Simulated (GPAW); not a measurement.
# Li K-edge XANES of LiRh (P-6m2), part 2 of 2

How does the Li K edge of LiRh (P-6m2) move when the bonds are compressed or stretched?

GPAW 26.7.0; X-ray absorption from dipole matrix elements to empty bands, plane-wave PAW LDA.

So far. Step 6 (Spectrum with XCH, Li atom 2): This run also has another mesh (6×6×6 against 5×5×5), so the 14 % r.m.s. difference can't be laid on the changed setting alone. The highest intensity below 16 eV goes from 11.8 eV (1.79) to 12.6 eV (1.76). Step 8 (Spectrum with XCH, Li atom 2): The scaled spectrum changes by 9 % r.m.s. The highest intensity below 16 eV goes from 11.8 eV (1.79) to 12.3 eV (1.77).

### Step 10. Spectrum with XCH, Li atom 2

Changed against the first core-hole run: volume scale from 1 to 1.06.

xas.py reads:

```python
import numpy as np
from ase import Atoms
from ase.parallel import parprint, paropen
from gpaw import GPAW, PW, FermiDirac, Mixer, MixerDif, setup_paths
from gpaw.test import gen
setup_paths.insert(0, '.')
gen('Li', name='fch1s', xcname='LDA', corehole=(1, 0, 1), write_xml=True)
from gpaw.mpi import world
world.barrier()

atoms = Atoms('Rh8Li8',
    cell=[[-4.05647934, 2.34200944, 4.41146133],
     [4.05647934, -2.34200944, 4.41146133],
     [2.70431956, 4.68401887, -4.41146133]],
    scaled_positions=[[0.04166667, 0.20833333, 0.25],
     [0.54166667, 0.70833333, 0.25],
     [0.91666667, 0.58333333, 0.5],
     [0.41666667, 0.08333333, 0.5],
     [0.29166667, 0.45833333, 0.75],
     [0.79166667, 0.95833333, 0.75],
     [0.66666667, 0.33333333, 0],
     [0.16666667, 0.83333333, 0],
     [0.25, 0.25, 0],
     [0.75, 0.75, 0],
     [0.125, 0.625, 0.25],
     [0.625, 0.125, 0.25],
     [0.5, 0.5, 0.5],
     [0, 0, 0.5],
     [0.875, 0.375, 0.75],
     [0.375, 0.875, 0.75]],
    pbc=True)
atoms.calc = calc = GPAW(legacy_gpaw=True, mode=PW(500, force_complex_dtype=True), xc='LDA', setups={8: 'fch1s'},
    kpts={'size': (4, 4, 4), 'gamma': True}, occupations=FermiDirac(0.1),
    charge=-1, mixer=Mixer(0.1, 5, 50), maxiter=150,
    convergence={'density': 0.0001, 'eigenstates': 1e-6}, txt='scf.txt')
energy = atoms.get_potential_energy() + calc.get_reference_energy()
ef = calc.get_fermi_level()
out = dict(energy=energy, fermi=ef, forces=atoms.get_forces().tolist())
parprint(f'all-electron energy {energy:.4f} eV, Fermi level {ef:.4f} eV')
ev = np.array([[calc.get_eigenvalues(k, s) for k in range(len(calc.get_ibz_k_points()))] for s in range(calc.get_number_of_spins())])
out['homo'], out['lumo'], out['counts'] = ev[ev < ef].max(), ev[ev > ef].min(), sorted(set((ev < ef).sum((0, 2)).tolist()))
out['filled'] = (ev[:, 0] < ef).sum(1).tolist()

from ase.units import Ha
from gpaw.xas import dipole_matrix_elements
nb = int(calc.get_number_of_electrons() / 2) + 176
top, nb = nb, nb + 8 + nb // 12
nscf = calc.fixed_density(kpts={'size': (5, 5, 5), 'gamma': True}, nbands=nb,
    convergence={'bands': top, 'eigenstates': 5e-3}, maxiter=60, txt='nscf.txt')
cell = atoms.cell.array
ops = [cell.T @ U.T @ np.linalg.inv(cell.T) for U in nscf.wfs.kd.symmetry.op_scc]
E = np.arange(-6, 34, 0.1)
fwhm = np.interp(E, [4, 25], [0.9, 3.5])
Y, X, zero, highest = 0, 0, 1e9, 1e9
for spin in range(nscf.get_number_of_spins()):
    wfs = nscf.wfs
    mine = wfs.bd.get_slice()  # this rank's bands
    A = dipole_matrix_elements(wfs.setups[8])
    eps = np.zeros((wfs.kd.nibzkpts, nb))
    d = np.zeros((3, A.shape[1], wfs.kd.nibzkpts, nb), complex)
    for kpt in wfs.kpt_u:
        if kpt.s == spin and 8 in kpt.P_ani:
            eps[kpt.k, mine] = kpt.eps_n * Ha
            d[:, :, kpt.k, mine] = (kpt.weight * wfs.nspins / 2) ** 0.5 * np.inner(A, kpt.P_ani[8])
    world.sum(eps)
    world.sum(d)
    T = np.einsum('amkn,bmkn->abkn', d, d.conj()).real
    T = sum(np.einsum('ai,ijkn,bj->abkn', R, T, R) for R in ops) / len(ops)
    empty = eps > ef
    zero, highest = min(zero, eps[empty].min()), min(highest, eps[:, top - 1].min())
    lines = [(eps, T, empty)] if spin == 0 else lines + [(eps, T, empty)]
for eps, T, empty in lines:
    f = np.einsum('aakn->akn', T).reshape(3, -1)
    x = eps.ravel() - zero
    w = np.interp(x, E, fwhm) / 2.35482
    g = np.exp(-0.5 * ((E[:, None] - x) / w) ** 2) / (w * (2 * np.pi) ** 0.5)
    Y = Y + (f * empty.ravel()) @ g.T
    X = X + (f * ~empty.ravel()) @ g.T
out.update(E=E.round(2).tolist(), xas=Y.tolist(), xes=X.tolist(), zero=zero, valid=highest - zero, nk=len(eps), nb=nb)
for i in range(0, len(E), 10):
    parprint(f'{E[i]:7.2f}', *(f'{v:10.3e}' for v in Y[:, i]))
import json
with paropen('out.json', 'w') as f:
    json.dump(out, f)
```

The run is started by

```console
$ OMP_NUM_THREADS=1 mpirun -n 4 gpaw python xas.py
```

The job ended after 18 min (4 MPI ranks of Arm Neoverse N1, shared host; peak memory 1 GiB).

| E (eV) | first run | this run |
| --- | --- | --- |
| -2.0 | 0.00 | 0.00 |
| -1.0 | 0.00 | 0.00 |
| 0.0 | 0.14 | 0.13 |
| 1.0 | 1.00 | 1.01 |
| 2.0 | 1.46 | 1.46 |
| 3.0 | 0.89 | 0.88 |
| 4.0 | 0.59 | 0.62 |
| 5.0 | 0.84 | 0.79 |
| 6.0 | 0.75 | 0.90 |
| 7.0 | 1.38 | 1.43 |
| 8.0 | 1.27 | 1.28 |
| 9.0 | 1.26 | 1.30 |
| 10.0 | 1.31 | 1.43 |
| 11.0 | 1.61 | 1.77 |
| 12.0 | 1.77 | 1.63 |
| 13.0 | 1.37 | 1.12 |
| 14.0 | 0.90 | 0.77 |
| 15.0 | 0.71 | 0.71 |
| 16.0 | 0.71 | 0.70 |
| 17.0 | 0.64 | 0.59 |
| 18.0 | 0.53 | 0.54 |
| 19.0 | 0.53 | 0.58 |
| 20.0 | 0.59 | 0.62 |
| 21.0 | 0.61 | 0.60 |
| 22.0 | 0.58 | 0.56 |
| 23.0 | 0.55 | 0.53 |
| 24.0 | 0.53 | 0.52 |
| 25.0 | 0.52 | 0.52 |
| 26.0 | 0.52 | 0.53 |
| 27.0 | 0.54 | 0.55 |
| 28.0 | 0.55 | 0.56 |
| 29.0 | 0.55 | 0.56 |
| 30.0 | 0.55 | 0.56 |
| 31.0 | 0.54 | 0.54 |
| 32.0 | 0.52 | 0.52 |

Against the first run the r.m.s. difference is 9 %. The highest intensity below 16 eV goes from 11.8 eV (1.79) to 11.3 eV (1.80).

The photon energy of the zero moves by +0.11 eV.

### Step 11. The volumes side by side

| volume | nearest distance (Å) | shift of the zero (eV) | maximum 1 (eV above own zero) | maximum 2 (eV above own zero) | maximum 3 (eV above own zero) | maximum 4 (eV above own zero) |
| --- | --- | --- | --- | --- | --- | --- |
| 0.91 | 2.568 | -0.15 | 1.9 | 5.2 | 7.6 | 12.6 |
| 0.94 | 2.596 | -0.10 | 1.9 | 5.1 | 7.5 | 12.3 |
| 1 | 2.650 | +0.00 | 1.8 | 4.9 | 7.2 | 11.8 |
| 1.06 | 2.702 | +0.11 | 1.8 | 4.7 | 7.0 | 11.3 |

The curves, each shifted by its zero's change so that they share one photon-energy axis, counted from the zero at V × 1:

| E (eV) | V × 0.91 | V × 0.94 | V × 1 | V × 1.06 |
| --- | --- | --- | --- | --- |
| -2.0 | 0.00 | 0.00 | 0.00 | 0.00 |
| -1.0 | 0.00 | 0.00 | 0.00 | 0.00 |
| 0.0 | 0.23 | 0.21 | 0.14 | 0.09 |
| 1.0 | 1.12 | 1.09 | 1.00 | 0.88 |
| 2.0 | 1.39 | 1.43 | 1.46 | 1.49 |
| 3.0 | 0.88 | 0.87 | 0.89 | 0.92 |
| 4.0 | 0.58 | 0.57 | 0.59 | 0.61 |
| 5.0 | 0.85 | 0.85 | 0.84 | 0.82 |
| 6.0 | 0.66 | 0.69 | 0.75 | 0.83 |
| 7.0 | 1.23 | 1.29 | 1.38 | 1.43 |
| 8.0 | 1.29 | 1.28 | 1.27 | 1.28 |
| 9.0 | 1.19 | 1.22 | 1.26 | 1.30 |
| 10.0 | 1.23 | 1.25 | 1.31 | 1.39 |
| 11.0 | 1.36 | 1.44 | 1.61 | 1.74 |
| 12.0 | 1.70 | 1.76 | 1.77 | 1.68 |
| 13.0 | 1.65 | 1.57 | 1.37 | 1.17 |
| 14.0 | 1.18 | 1.07 | 0.90 | 0.80 |
| 15.0 | 0.81 | 0.76 | 0.71 | 0.71 |
| 16.0 | 0.69 | 0.69 | 0.71 | 0.71 |
| 17.0 | 0.67 | 0.67 | 0.64 | 0.60 |
| 18.0 | 0.59 | 0.57 | 0.53 | 0.53 |
| 19.0 | 0.49 | 0.50 | 0.53 | 0.58 |
| 20.0 | 0.50 | 0.53 | 0.59 | 0.61 |
| 21.0 | 0.55 | 0.58 | 0.61 | 0.60 |
| 22.0 | 0.58 | 0.59 | 0.58 | 0.57 |
| 23.0 | 0.57 | 0.56 | 0.55 | 0.54 |
| 24.0 | 0.54 | 0.54 | 0.53 | 0.52 |
| 25.0 | 0.52 | 0.52 | 0.52 | 0.52 |
| 26.0 | 0.51 | 0.52 | 0.52 | 0.53 |
| 27.0 | 0.52 | 0.53 | 0.54 | 0.55 |
| 28.0 | 0.53 | 0.54 | 0.55 | 0.56 |
| 29.0 | 0.54 | 0.55 | 0.55 | 0.56 |
| 30.0 | 0.55 | 0.55 | 0.55 | 0.56 |
| 31.0 | 0.54 | 0.54 | 0.54 | 0.54 |
| 32.0 | 0.52 | 0.52 | 0.52 | 0.52 |

### Step 12. Outcome

| Quantity | Value |
| --- | --- |
| absorber and edge | Li K, atom 2 of the ground-state input (counted from 1) |
| surroundings | 6 Rh at 2.65 Å and 6 Li at 2.65 Å (anticuboctahedral, as in hcp, site symmetry -6m2) |
| highest intensity below 16 eV | 11.8 eV above the zero, height 1.79 |
| photon energy of the zero, with the added terms | 52.6 eV (raw 55.9 eV; LDA puts this hole about 1 eV below PBE, itself good to a few eV) |

From V × 0.91 to V × 1.06 the nearest distance grows by 0.134 Å and the zero moves by +0.26 eV. Above their own zero, the maxima move from 1.9 to 1.8 eV, from 5.2 to 4.7 eV, from 7.6 to 7.0 eV and from 12.6 to 11.3 eV. The one highest in energy moves most, in the direction that the rule ΔE·R² ≈ constant for scattering resonances gives. The meshes differ between volumes, which adds to the changes. The Li K edge of atom 2, with 6 Rh at 2.65 Å and 6 Li at 2.65 Å (anticuboctahedral, as in hcp, site symmetry -6m2), has its highest intensity of the first 16 eV at 11.8 eV above the zero, near 64 eV in photon energy (LDA puts this hole about 1 eV below PBE, itself good to a few eV), 1.8 times the mean level of the first 20 eV (Gaussian full width 0.9 eV up to 4 eV, rising linearly to 3.5 eV at 25 eV). At the Li K edge of atom 2 polarisation matters most near 1.5 eV, where the curves differ by 1.2 on this scale. The holes are only 6.3 Å apart, so the shape is probably not converged with cell size; no larger cell was run here. The mesh is coarse (0.24 Å⁻¹ between points), so small maxima may be mesh ripples. The structure is a computed Materials Project entry and may be a hypothetical form.

[Logs are printed without paths, hosts, clocks, repeated set-up lines and the standing remarks that a program may print on its own settings, such as how far it seeks lower states.]

[Hosts, paths, dates, database ids (printed as entryN), source tags and the programs' standing remarks are cut or masked in the printed files.]

[Lists of maxima count a maximum above −3 eV only where it reaches 4 % of the highest in the window and stands out from its surroundings by 2 % of it (1.5 % where it reaches 55 %); shoulders and weaker maxima are passed over, and of the rest the first, up to two pre-edge ones and the few strongest are named.]
